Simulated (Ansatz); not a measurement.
**SnI4O12 (P-1): the gap up the ladder of methods**

What gap does each level of theory give for SnI4O12 (P-1), and in what time?

Calculated with Ansatz 0.2.0; density functionals, hybrids and G0W0, plane waves, PAW.

### Step 1. The structure

The cell holds 17 atoms: 1 Sn, 4 I and 12 O. Its edges and angles: a = 5.058 Å, b = 6.281 Å, c = 8.386 Å, α = 87.7°, β = 88.6°, γ = 89.0°. It derives from SnI4O12.

Geometry: measured cell, ions relaxed with PBE. The runs that relaxed it are not among those shown. Spin-orbit coupling is left out unless a step names it.

The logs state that the PAW files were generated under PBE.

### Step 2. LDA on the 4×4×4 mesh

This step: DFT, LDA, plane waves, PAW; PAW set soft_1.

input.yaml reads:

```yaml
crystal:
  lattice:
    - [5.0576, 0.0, 0.0]
    - [0.1062173362, 6.279901792, 0.0]
    - [0.1980229617, 0.3361895656, 8.3774187989]
  atoms:
    - { symbol: Sn, position: [0.0, 0.0, 0.5] }
    - { symbol: I, position: [0.5061148231, 0.7764667496, 0.237035738] }
    - { symbol: I, position: [0.4938851769, 0.2235332504, 0.762964262] }
    - { symbol: I, position: [0.9806449621, 0.6993687757, 0.8436912468] }
    - { symbol: I, position: [0.0193550379, 0.3006312243, 0.1563087532] }
    - { symbol: O, position: [0.782882709, 0.9590566929, 0.2966559641] }
    - { symbol: O, position: [0.217117291, 0.0409433071, 0.7033440359] }
    - { symbol: O, position: [0.3031160215, 0.7954234777, 0.4238411328] }
    - { symbol: O, position: [0.6968839785, 0.2045765223, 0.5761588672] }
    - { symbol: O, position: [0.8472236491, 0.7454330787, 0.6369154755] }
    - { symbol: O, position: [0.1527763509, 0.2545669213, 0.3630845245] }
    - { symbol: O, position: [0.8260917482, 0.4351970098, 0.8854019874] }
    - { symbol: O, position: [0.1739082518, 0.5648029902, 0.1145980126] }
    - { symbol: O, position: [0.6674548844, 0.5288324017, 0.2906575423] }
    - { symbol: O, position: [0.3325451156, 0.4711675983, 0.7093424577] }
    - { symbol: O, position: [0.7314164081, 0.8620142688, 0.9456220245] }
    - { symbol: O, position: [0.2685835919, 0.1379857312, 0.0543779755] }
kpoints:
  mp_grid: { grid: [4, 4, 4] }
  band_path:
    path:
      - [0.0, 0.0, 0.0]
      - [0.0, -0.5, 0.0]
      - [-0.5, 0.0, 0.0]
      - [0.0, 0.0, -0.5]
      - [-0.5, -0.5, -0.5]
      - [-0.5, 0.0, -0.5]
      - [0.0, -0.5, -0.5]
      - [-0.5, -0.5, 0.0]
      - [0.25, -0.5, 0.0]
      - [-0.4, -0.4, 0.0]
    npoints: 1
hamiltonian:
  xc: lda
  pseudopotentials: { kind: paw, azcp: { folder: soft_1 }, xc_functional: pbe }
scf:
  occupations: { method: fixed }
  n_extra_bands: 9
output:
  eigenvalues: true
  forces: true
  stress: true
```

Command:

```bash
$ ansatz run input.yaml --threads 2 --pin off --max-ram 92160MiB --backend cuda --events-out ev --progress --plain --runs-dir out --devices 1 --max-vram 13GiB
```

Numbers of over 12 decimals in the logs are rounded to 6 here.

Log:

```text
scf.n_extra_bands = 9 over 77 filled bands (N_el = 154.0): the run solves 86 bands
GPUs: using 1 of 1 available (devices: 1).
Engine: ansatz 0.2.0, x86_64-unknown-linux-gnu
Pseudopotentials: kind: paw
Pseudopotential: Sn, paw, valence charge 14, recommended cutoff 420 eV (normal), soft_1/Sn.paw.azcp
Pseudopotential: I, paw, valence charge 17, recommended cutoff 420 eV (normal), soft_1/I.paw.azcp
Pseudopotential: O, paw, valence charge 6, recommended cutoff 420 eV (normal), soft_1/O.paw.azcp
Functional definition: SPW92
  exchange = slater_x
  correlation = pw_c
device memory: the entry about to start is reckoned to put 4.5 GiB on a device that reports 43.0 GiB free (of which the cap on the GPU budget leaves the run 13.0 GiB)
GPU FFT provider: cuFFT
GPU libraries: cuBLAS 13.8.2, cuFFT 12.4.0, cuSOLVER 12.3.4
Crystal: 17 atoms, lattice volume = 266.077 Å³
Basis set: ecut = 420 eV, 5213 PW (Γ)
Bands: 86, of which v1, the nominal top of the filled ones, is band 77 counted from 1 (76 counted from 0)
Symmetry: 2 space group operations
Space group: P-1 (ITA 2), of the structure as read, at distance tolerance 6.4e-5 Å
k-points: 36 of 64
Non-local potential: Sn, projectors of the file, l = 0: 2, l = 1: 2, l = 2: 2, l = 3: 1
Non-local potential: I, projectors of the file, l = 0: 2, l = 1: 2, l = 2: 2, l = 3: 1
Non-local potential: O, projectors of the file, l = 0: 2, l = 1: 2, l = 2: 1
PAW form: soft (Blöchl's): semilocal exchange-correlation on the pseudo side does not see the compensation charge
PAW frozen core: Sn, regenerated for the run's functional, and the local potential with it (the file was generated under x = pbe(κ = 0.804, μ = 0.219515), c = pbe(β = 0.066725))
PAW frozen core: I, regenerated for the run's functional, and the local potential with it (the file was generated under x = pbe(κ = 0.804, μ = 0.219515), c = pbe(β = 0.066725))
PAW frozen core: O, regenerated for the run's functional, and the local potential with it (the file was generated under x = pbe(κ = 0.804, μ = 0.219515), c = pbe(β = 0.066725))
PAW one-centre angular grid: Sn, 590 points (default); XC on 64 Gauss nodes
PAW one-centre angular grid: I, 590 points (default); XC on 64 Gauss nodes
PAW one-centre angular grid: O, 110 points (default); XC on 64 Gauss nodes
Initial density: superposition of atomic densities (chi_scale 0.1, normalization cell, long waves kept (reshape's long-wave potential 0.29 eV rms))
Initial wavefunctions: pseudopotential atomic-orbital guess
GPU buffer pool allocated for 97200 grid points (all kernels)
GPU transforms: local potential and band sums: pruned to the plane-wave sphere, on 36×45×60
Functional: x = slater, c = lda
SCF iter   1: F=—  HF=-41954.794208 eV  |F-HF|=—  |Δ(HF+E_count)|=         —  Δρ=9.83e-2  dr2=3.61e1  ethr=3.10e-3  ⟨swp⟩=5.0  Hψ=12660  notcnv=0  defer=206
preconditioner: auto → Resta (q_TF=auto, 2.491 Å⁻¹)  ε∞=4.2  [insulator: Δε(μ)=2.179 eV  Ē_g=13.551 eV  n_scr=68 (ndim 8)  ℏωp=24.3 eV  f_vac=0.100  ε∞_Penn≈4.2]
SCF iter   2: F=—  HF=-41946.100362 eV  |F-HF|=—  |Δ(HF+E_count)|=    8.69e0  Δρ=4.24e-2  dr2=3.40e0  ethr=3.10e-3  ⟨swp⟩=3.9  Hψ=6245  notcnv=0  defer=242
SCF iter   3: F=—  HF=-41945.121780 eV  |F-HF|=—  |Δ(HF+E_count)|=   9.79e-1  Δρ=1.69e-2  dr2=7.35e-1  ethr=2.21e-3  ⟨swp⟩=2.6  Hψ=4912  notcnv=0  defer=192
SCF iter   4: F=—  HF=-41944.921412 eV  |F-HF|=—  |Δ(HF+E_count)|=   2.00e-1  Δρ=6.48e-3  dr2=9.10e-2  ethr=4.77e-4  ⟨swp⟩=3.3  Hψ=4703  notcnv=0  defer=248
SCF iter   5: F=—  HF=-41944.911311 eV  |F-HF|=—  |Δ(HF+E_count)|=   1.01e-2  Δρ=2.89e-3  dr2=1.85e-2  ethr=5.91e-5  ⟨swp⟩=3.0  Hψ=4839  notcnv=0  defer=252
SCF iter   6: F=—  HF=-41944.909754 eV  |F-HF|=—  |Δ(HF+E_count)|=   1.56e-3  Δρ=7.50e-4  dr2=1.57e-3  ethr=1.20e-5  ⟨swp⟩=2.3  Hψ=4404  notcnv=0  defer=252
SCF iter   7: F=—  HF=-41944.909934 eV  |F-HF|=—  |Δ(HF+E_count)|=   1.80e-4  Δρ=3.63e-4  dr2=3.48e-4  ethr=1.02e-6  ⟨swp⟩=2.0  Hψ=4387  notcnv=0  defer=252
SCF iter   8: F=—  HF=-41944.909847 eV  |F-HF|=—  |Δ(HF+E_count)|=   8.66e-5  Δρ=1.61e-4  dr2=7.41e-5  ethr=2.26e-7  ⟨swp⟩=2.0  Hψ=4714  notcnv=0  defer=252
SCF iter   9: F=—  HF=-41944.910224 eV  |F-HF|=—  |Δ(HF+E_count)|=   3.77e-4  Δρ=4.90e-5  dr2=7.95e-6  ethr=4.81e-8  ⟨swp⟩=2.0  Hψ=3990  notcnv=0  defer=252
SCF iter  10: F=—  HF=-41944.910226 eV  |F-HF|=—  |Δ(HF+E_count)|=   2.00e-6  Δρ=3.68e-5  dr2=3.90e-6  ethr=5.16e-9  ⟨swp⟩=2.0  Hψ=4665  notcnv=0  defer=252
SCF iter  11: F=—  HF=-41944.910226 eV  |F-HF|=—  |Δ(HF+E_count)|=   3.78e-7  Δρ=8.17e-6  dr2=1.86e-7  ethr=2.53e-9  ⟨swp⟩=2.0  Hψ=4149  notcnv=0  defer=252
SCF iter  12: F=—  HF=-41944.910226 eV  |F-HF|=—  |Δ(HF+E_count)|=   9.96e-8  Δρ=8.33e-6  dr2=1.78e-7  ethr=6.49e-11  ⟨swp⟩=15.1  Hψ=18086  notcnv=0
SCF iter  13: F=-41944.910226 eV  HF=-41944.910226 eV  |F-HF|=4.87e-10  |Δ(HF+E_count)|=   2.66e-8  Δρ=1.51e-6  dr2=6.24e-9  ethr=6.49e-11  ⟨swp⟩=3.0  Hψ=10765  notcnv=0
SCF 1 converged in 13 iterations: F = -41944.910226 eV  dr2 = 6.24e-9
[...]
device memory: the entry about to start is reckoned to put 2.7 GiB on a device that reports 56.8 GiB free (of which the cap on the GPU budget leaves the run 13.0 GiB)
NSCF: frozen V_eff on 10 k-points
SCF converged after 13 iterations
Free energy (F): -41944.910226 eV
Harris-Foulkes:  -41944.910226 eV  (|F-HF|=4.87e-10)
Internal energy: -41944.910226 eV  (E = F + TS)
E sigma→0 (E₀):  -41944.910226 eV
Fermi energy:    5.490094 eV
--- Per-component energies (eV) ---
  E_band       = -1942.218216
  E_kinetic    = 2819.148492
  E_local      = -14850.916463  (includes V_loc(G=0)·N_el)
  E_nonlocal   = 1251.647821
  E_hartree    = 6282.993128
  E_xc         = -1398.969558
  E_vxc        = -1611.459658  (∫ρ·V_xc dr)
  E_paw        = -24517.480093  (= ΣΔE_a)
  E_vpaw       = -2116.625996  (= ΣTr[D̂ρ^β])
  E_aug_tail   = 0.000167  (compensation charges beyond the density's cutoff)
  E_ewald      = -11536.046432
  E_core_change = 4.712711  (= ΣΔE_core)
  E_smearing   = -0.000000  (= −TS)
  E_closure    = 0.000000  (closes the sum)
  Σ components = -41944.910226   (vs F -41944.910226, Δ=0.00e0)
--- Forces (eV/Å), atoms counted from 1 ---
  atom   1  Sn     0.00000000     0.00000000     0.00000000
  atom   2  I      0.20251960    -0.18518748     0.44567845
  atom   3  I     -0.20251960     0.18518748    -0.44567845
  atom   4  I     -0.50613277    -0.10554161    -0.13827387
  atom   5  I      0.50613277     0.10554161     0.13827387
  atom   6  O     -0.05543665    -0.12480193     0.15393481
  atom   7  O      0.05543665     0.12480193    -0.15393481
  atom   8  O      0.00095873     0.22114985    -0.30141409
  atom   9  O     -0.00095873    -0.22114985     0.30141409
  atom  10  O      0.34452457     0.27251408     0.27716784
  atom  11  O     -0.34452457    -0.27251408    -0.27716784
  atom  12  O      0.15308682     0.33145758    -0.05976530
  atom  13  O     -0.15308682    -0.33145758     0.05976530
  atom  14  O     -0.14834048     0.43207616    -0.24783250
  atom  15  O      0.14834048    -0.43207616     0.24783250
  atom  16  O      0.26676279    -0.26774093    -0.17061777
  atom  17  O     -0.26676279     0.26774093     0.17061777
  max |Σ_I F_I| component: 0.00e0 eV/Å
--- Stress (GPa, compression-positive) ---
       -4.942589       0.136164       0.452484
        0.136164      -5.958073       0.438599
        0.452484       0.438599      -5.745090
  P = ⅓ Tr σ = -5.5486 GPa (-55.486 kbar)
--- Band table (eV; the first three rows and the last of 36) ---
  k-point 0: bands = [... 73 lower, 5.0253, 5.0356, 5.2032, 5.2576, 8.6486, 8.6506, 9.0174, 9.2755, ... 5 higher]
  k-point 1: bands = [... 73 lower, 4.9817, 5.0368, 5.1533, 5.2554, 8.5018, 8.8077, 8.9646, 9.3085, ... 5 higher]
  k-point 2: bands = [... 73 lower, 5.0199, 5.0236, 5.0793, 5.2511, 8.4951, 8.6455, 9.1323, 9.3156, ... 5 higher]
  k-point 35: bands = [... 73 lower, 4.7767, 4.9781, 5.0401, 5.3480, 8.3376, 9.1449, 9.1697, 9.3233, ... 5 higher]
```

The job ended after 20 s (1 × NVIDIA H100 80GB HBM3 (shared by 6 runs) with 2 threads of AMD EPYC 7R13 (Zen 3), shared host; peak memory 0.98 GiB).

The column dr2 measures how far the density is from self-consistency, as an energy; F and HF (Harris–Foulkes) agree once it is small.

This step gave:

| Quantity | Value |
| --- | --- |
| pressure | -5.549 GPa |
| gap | 2.657 eV |
| valence top at | U |
| conduction bottom at | k = (0.250, -0.500, 0.000) |
| least direct gap | 2.802 eV |

Over mesh and listed points the gap is 2.657 eV, from k = (0.000, -0.500, -0.500) to k = (0.250, -0.500, 0.000). The least direct gap found is 2.802 eV, at k = (-0.400, -0.400, 0.000). The pressure in this cell is -6 GPa; the cell is kept.

### Step 3. PBEsol on the 4×4×4 mesh

This step: DFT, PBEsol, plane waves, PAW; PAW set soft_1.

Changes to input.yaml since step 2:

```diff
@@ -39,3 +39,3 @@
 hamiltonian:
-  xc: lda
+  xc: pbesol
   pseudopotentials: { kind: paw, azcp: { folder: soft_1 }, xc_functional: pbe }
```

Log:

```text
[...]
GPUs: using 1 of 1 available (devices: 1).
[...]
GPU FFT provider: cuFFT
GPU libraries: cuBLAS 13.8.2, cuFFT 12.4.0, cuSOLVER 12.3.4
Crystal: 17 atoms, lattice volume = 266.077 Å³
Basis set: ecut = 420 eV, 5213 PW (Γ), exchange–correlation on 72×90×120 points (8 copies of the dense FFT grid, shifted against one another)
Bands: 86, of which v1, the nominal top of the filled ones, is band 77 counted from 1 (76 counted from 0)
Symmetry: 2 space group operations
[...]
k-points: 36 of 64
[...]
GPU buffer pool allocated for 97200 grid points (all kernels)
[...]
SCF iter   1: F=—  HF=-42398.077317 eV  |F-HF|=—  |Δ(HF+E_count)|=         —  Δρ=9.86e-2  dr2=3.62e1  ethr=3.10e-3  ⟨swp⟩=5.0  Hψ=12497  notcnv=0  defer=207
[...]
atom   7  O      0.03292434     0.05881827    -0.06501373
  atom   8  O      0.00846643     0.10148217    -0.14939624
[...]
atom  14  O     -0.07636454     0.22289848    -0.12567460
  atom  15  O      0.07636454    -0.22289848     0.12567460
  atom  16  O      0.13589159    -0.13799771    -0.08412172
  atom  17  O     -0.13589159     0.13799771     0.08412172
  max |Σ_I F_I| component: 0.00e0 eV/Å
--- Stress (GPa, compression-positive) ---
       -1.547912       0.044844       0.325418
        0.044845      -2.187559       0.326958
        0.325419       0.326958      -2.081914
  P = ⅓ Tr σ = -1.9391 GPa (-19.391 kbar)
--- Band table (eV; the first three rows and the last of 36) ---
  k-point 0: bands = [... 73 lower, 5.2858, 5.2937, 5.4405, 5.5120, 8.9352, 8.9552, 9.3083, 9.5629, ... 5 higher]
  k-point 1: bands = [... 73 lower, 5.2386, 5.2936, 5.3922, 5.5104, 8.7881, 9.1039, 9.2536, 9.6028, ... 5 higher]
  k-point 2: bands = [... 73 lower, 5.2683, 5.2786, 5.3183, 5.5075, 8.7901, 8.9166, 9.4293, 9.6279, ... 5 higher]
  k-point 35: bands = [... 73 lower, 5.0204, 5.2438, 5.2951, 5.6072, 8.6302, 9.4383, 9.4564, 9.6122, ... 5 higher]
[key lines of the parts left out:]
SCF converged after 13 iterations
Free energy (F): -42388.568604 eV
Fermi energy:    5.750462 eV
```

Wall time 16 s (1 × NVIDIA H100 80GB HBM3 (shared by 6 runs) with 2 threads); peak memory 1 GiB; 25 s of CPU time.

Numbers from this step:

* pressure: -1.939 GPa
* gap: 2.689 eV
* valence top at: U
* conduction bottom at: k = (0.250, -0.500, 0.000)
* least direct gap: 2.834 eV

Over mesh and listed points the gap is 2.689 eV, from k = (0.000, -0.500, -0.500) to k = (0.250, -0.500, 0.000). The least direct gap found is 2.834 eV, at k = (-0.400, -0.400, 0.000). PBEsol against LDA: 2.689 − 2.657 = +0.032 eV, with the same mesh, files and cutoff, and both edges at the same k points.

### Step 4. PBE on the 4×4×4 mesh

Levels along a band path and on the mesh show where this functional puts the band edges.

This step: DFT, PBE, plane waves, PAW; PAW set soft_1.

Changes to input.yaml since step 3:

```diff
@@ -27,18 +27,12 @@
     path:
-      - [0.0, 0.0, 0.0]
-      - [0.0, -0.5, 0.0]
-      - [-0.5, 0.0, 0.0]
-      - [0.0, 0.0, -0.5]
-      - [-0.5, -0.5, -0.5]
-      - [-0.5, 0.0, -0.5]
-      - [0.0, -0.5, -0.5]
-      - [-0.5, -0.5, 0.0]
-      - [0.25, -0.5, 0.0]
-      - [-0.4, -0.4, 0.0]
-    npoints: 1
+      - [[0.0, 0.0, 0.0], [0.0, -0.5, 0.0]]
+      - [[-0.5, 0.0, 0.0], [0.0, 0.0, 0.0], [0.0, 0.0, -0.5]]
+      - [[-0.5, -0.5, -0.5], [0.0, 0.0, 0.0], [-0.5, 0.0, -0.5]]
+      - [[0.0, -0.5, -0.5], [0.0, 0.0, 0.0], [-0.5, -0.5, 0.0]]
+    npoints: 10
 hamiltonian:
-  xc: pbesol
-  pseudopotentials: { kind: paw, azcp: { folder: soft_1 }, xc_functional: pbe }
+  xc: pbe
+  pseudopotentials: { kind: paw, azcp: { folder: soft_1 } }
 scf:
-  occupations: { method: fixed }
+  occupations: { method: fermi_dirac, width: 0.02 }
   n_extra_bands: 9
@@ -48 +42,5 @@
   stress: true
+  write_density: true
+  write_potential: true
+  elf: true
+  volumetric_format: npy
```

Log:

```text
[...]
GPUs: using 1 of 1 available (devices: 1).
[...]
GPU FFT provider: cuFFT
GPU libraries: cuBLAS 13.8.2, cuFFT 12.4.0, cuSOLVER 12.3.4
Crystal: 17 atoms, lattice volume = 266.077 Å³
Basis set: ecut = 420 eV, 5213 PW (Γ), exchange–correlation on 72×90×120 points (8 copies of the dense FFT grid, shifted against one another)
[...]
k-point 0: bands = [... 73 lower, 5.4034, 5.4113, 5.5461, 5.6252, 9.0937, 9.1363, 9.4764, 9.7280, ... 5 higher]
  k-point 1: bands = [... 73 lower, 5.3569, 5.4100, 5.5003, 5.6229, 8.9531, 9.2746, 9.4189, 9.7684, ... 5 higher]
  k-point 2: bands = [... 73 lower, 5.3813, 5.3938, 5.4294, 5.6195, 8.9563, 9.0805, 9.5944, 9.8075, ... 5 higher]
  k-point 35: bands = [... 73 lower, 5.1373, 5.3644, 5.4122, 5.7224, 8.8002, 9.6040, 9.6163, 9.7774, ... 5 higher]
[key lines of the parts left out:]
SCF converged after 13 iterations
Free energy (F): -42863.905562 eV
Fermi energy:    7.230257 eV
P = ⅓ Tr σ = 2.0495 GPa (20.495 kbar)
```

The job ended after 13 s (1 × NVIDIA H100 80GB HBM3 (shared by 6 runs) with 2 threads; peak memory 1.3 GiB; 13 s of CPU time).

Numbers from this step:

| Quantity | Value |
| --- | --- |
| pressure | 2.050 GPa |
| gap | 2.746 eV |
| valence top at | U |
| conduction bottom at | k = (0.250, -0.500, 0.000) |
| least direct gap | 2.892 eV |

Over mesh and path the gap is 2.746 eV, from k = (0.000, -0.500, -0.500) to k = (0.250, -0.500, 0.000). The least direct gap found is 2.892 eV, at k = (-0.400, -0.400, 0.000). PBE against PBEsol: 2.746 − 2.689 = +0.057 eV, with the same mesh, files and cutoff, and both edges at the same k points.

### Step 5. PBE+SOC on the 4×4×4 mesh

This run has two-component orbitals with spin-orbit coupling.

This step: DFT, PBE with spin-orbit coupling, plane waves, PAW; PAW set soft_1.

Changes to input.yaml since step 4:

```diff
@@ -27,13 +27,22 @@
     path:
-      - [[0.0, 0.0, 0.0], [0.0, -0.5, 0.0]]
-      - [[-0.5, 0.0, 0.0], [0.0, 0.0, 0.0], [0.0, 0.0, -0.5]]
-      - [[-0.5, -0.5, -0.5], [0.0, 0.0, 0.0], [-0.5, 0.0, -0.5]]
-      - [[0.0, -0.5, -0.5], [0.0, 0.0, 0.0], [-0.5, -0.5, 0.0]]
-    npoints: 10
+      - [0.0, 0.0, 0.0]
+      - [0.0, -0.5, 0.0]
+      - [-0.5, 0.0, 0.0]
+      - [0.0, 0.0, -0.5]
+      - [-0.5, -0.5, -0.5]
+      - [-0.5, 0.0, -0.5]
+      - [0.0, -0.5, -0.5]
+      - [-0.5, -0.5, 0.0]
+      - [0.25, -0.5, 0.0]
+      - [-0.4, -0.4, 0.0]
+    npoints: 1
 hamiltonian:
   xc: pbe
-  pseudopotentials: { kind: paw, azcp: { folder: soft_1 } }
+  pseudopotentials: { kind: paw_fr, azcp: { folder: soft_1 } }
 scf:
-  occupations: { method: fermi_dirac, width: 0.02 }
-  n_extra_bands: 9
+  occupations: { method: fixed }
+  n_extra_bands: 18
+magnetization:
+  noncollinear: true
+  spin_orbit: true
 output:
```

Log:

```text
[...]
GPUs: using 1 of 1 available (devices: 1).
[...]
non-collinear run that drives no moment, with spin-orbit: no starting moment large enough to seed its density (crystal.atoms[].spin), no starting occupations that ask for one, no magnetisation constraint and no magnetic field, so the semilocal B_xc is pinned to zero
[...]
k-point 0: bands = [... 150 lower, 5.5393, 5.5393, 5.6185, 5.6185, 9.0280, 9.0280, 9.0407, 9.0407, ... 14 higher]
  k-point 1: bands = [... 150 lower, 5.4936, 5.4936, 5.6167, 5.6167, 8.9004, 8.9004, 9.1600, 9.1600, ... 14 higher]
  k-point 2: bands = [... 150 lower, 5.4230, 5.4230, 5.6138, 5.6138, 8.9247, 8.9247, 8.9938, 8.9938, ... 14 higher]
  k-point 35: bands = [... 150 lower, 5.4069, 5.4069, 5.7152, 5.7152, 8.7429, 8.7429, 9.4053, 9.4053, ... 14 higher]
[key lines of the parts left out:]
SCF converged after 13 iterations
Magnetization: |M| = 0.0000 μB,  M = (+0.0000, +0.0000, +0.0000) μB
Free energy (F): -42878.046255 eV
Fermi energy:    5.855554 eV
P = ⅓ Tr σ = 2.2034 GPa (22.034 kbar)
```

Run time: 33 s. Hardware: 1 × NVIDIA H100 80GB HBM3 (shared by 6 runs) with 2 threads; peak memory 2.3 GiB; 46 s of CPU time.

Numbers from this step:

```yaml
pressure: 2.203 GPa
gap: 2.703 eV
valence_top_at: U
conduction_bottom_at: k = (0.250, -0.500, 0.000)
least_direct_gap: 2.847 eV
```

Over mesh and listed points the gap is 2.703 eV, from k = (0.000, -0.500, -0.500) to k = (0.250, -0.500, 0.000). The least direct gap found is 2.847 eV, at k = (-0.400, -0.400, 0.000). PBE+SOC against PBE: 2.703 − 2.746 = −0.043 eV, with the same mesh, set of files (read in its fully relativistic form for the spin-orbit run) and cutoff, and both edges at the same k points. The spin-orbit run sees mesh and listed points alone, so its gap is an upper bound: the coupling can move an edge off these points, and the change over the zone, its sign included where it is small, is not known.

(Continued in part 2 of 3.)

[Paths, hosts, dates, memory and timing lines, banners, echoed tables and standing remarks are left out of the program output.]

[Logs are printed without paths, hosts, clocks, repeated set-up lines and the standing remarks that a program may print on its own settings, such as how far it seeks lower states.]

[Runs of the session that timed out or met a known fault of the program may be left out.]

[Cells called generated may have been cut or substituted from an entry of the Crystallography Open Database or the Materials Project.]

[Hosts, paths, dates, database ids (printed as entryN), source tags and the programs' standing remarks are cut or masked in the printed files.]

[Where an RPA ε∞ is given, it is that of the G0W0 mesh and is not shown converged in it. Names of k-points follow the symmetry that the program found, which can be lower than the space group named. Band edges on a path are those of the sampled points; other points can move an edge, and change direct to indirect where valleys lie close.]

[Hybrid gaps are those of their k-mesh and are not shown converged in it.]
